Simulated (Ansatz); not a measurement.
# What went wrong? liquid (Cs,Li)Cl at 1500 K (108 atoms)

Program: Ansatz 0.2.0. The cell: 37 Cs, 17 Li and 54 Cl.

Input file input.yaml:

```yaml
crystal:
  lattice:
    - [18.7257, 0.0, 0.0]
    - [0.0, 18.7257, 0.0]
    - [0.0, 0.0, 18.7257]
  atoms:
    - { symbol: Cs, position: [0.90441, 0.57561, 0.12921] }
    - { symbol: Cs, position: [0.81187, 0.90705, 0.1142] }
    - { symbol: Cs, position: [0.07897, 0.67687, 0.59708] }
    - { symbol: Cs, position: [0.00478, 0.71187, 0.99912] }
    - { symbol: Cs, position: [0.26723, 0.36382, 0.45803] }
    - { symbol: Cs, position: [0.22583, 0.6955, 0.79708] }
    - { symbol: Cs, position: [0.04812, 0.96892, 0.38233] }
    - { symbol: Cs, position: [0.02632, 0.82655, 0.18118] }
    - { symbol: Cs, position: [0.82494, 0.68512, 0.38336] }
    - { symbol: Cs, position: [0.03076, 0.92794, 0.85479] }
    - { symbol: Cs, position: [0.98752, 0.08239, 0.11514] }
    - { symbol: Cs, position: [0.18555, 0.43341, 0.22705] }
    - { symbol: Cs, position: [0.79208, 0.06127, 0.78078] }
    - { symbol: Cs, position: [0.21984, 0.05328, 0.76372] }
    - { symbol: Cs, position: [0.56818, 0.82302, 0.80957] }
    - { symbol: Cs, position: [0.23461, 0.9411, 0.96364] }
    - { symbol: Cs, position: [0.2645, 0.73012, 0.17124] }
    - { symbol: Cs, position: [0.67476, 0.79356, 0.49423] }
    [... 84 atom lines left out ...]
    - { symbol: Cl, position: [0.31678, 0.0747, 0.22764] }
    - { symbol: Cl, position: [0.36127, 0.02692, 0.02122] }
    - { symbol: Cl, position: [0.04416, 0.73225, 0.79971] }
    - { symbol: Cl, position: [0.57077, 0.6629, 0.85445] }
    - { symbol: Cl, position: [0.56228, 0.31565, 0.20035] }
    - { symbol: Cl, position: [0.91614, 0.70777, 0.60448] }
kpoints:
  mp_grid: { grid: [1, 1, 1], kspacing: 0.3 }
hamiltonian:
  xc: pbe
scf:
  occupations: { method: fixed }
  max_iter: 80
output:
  forces: true
```

On the command line:

```console
$ ansatz run input.yaml --threads 8 --pin off --max-ram 15872MiB --backend cpu --events-out ev --progress --plain --runs-dir out
```

Log:

```text
Error: invalid value for `kpoints.mp_grid.kspacing`: mutually exclusive with `grid` — set one or the other
```

Elapsed: 0.04 s, on 8 threads of Arm Neoverse V2, shared host; peak memory 0.3 GiB.

What is at fault here, and what would mend it?

Both a k-mesh and a spacing: kpoints.mp_grid.kspacing = 0.3.

The fix is to take out kpoints.mp_grid.kspacing.

The program refused it before any cycle.

[Logs are printed without paths, hosts, clocks, repeated set-up lines and the standing remarks that a program may print on its own settings, such as how far it seeks lower states.]

[Hosts, paths, dates, database ids (printed as entryN), source tags and the programs' standing remarks are cut or masked in the printed files.]
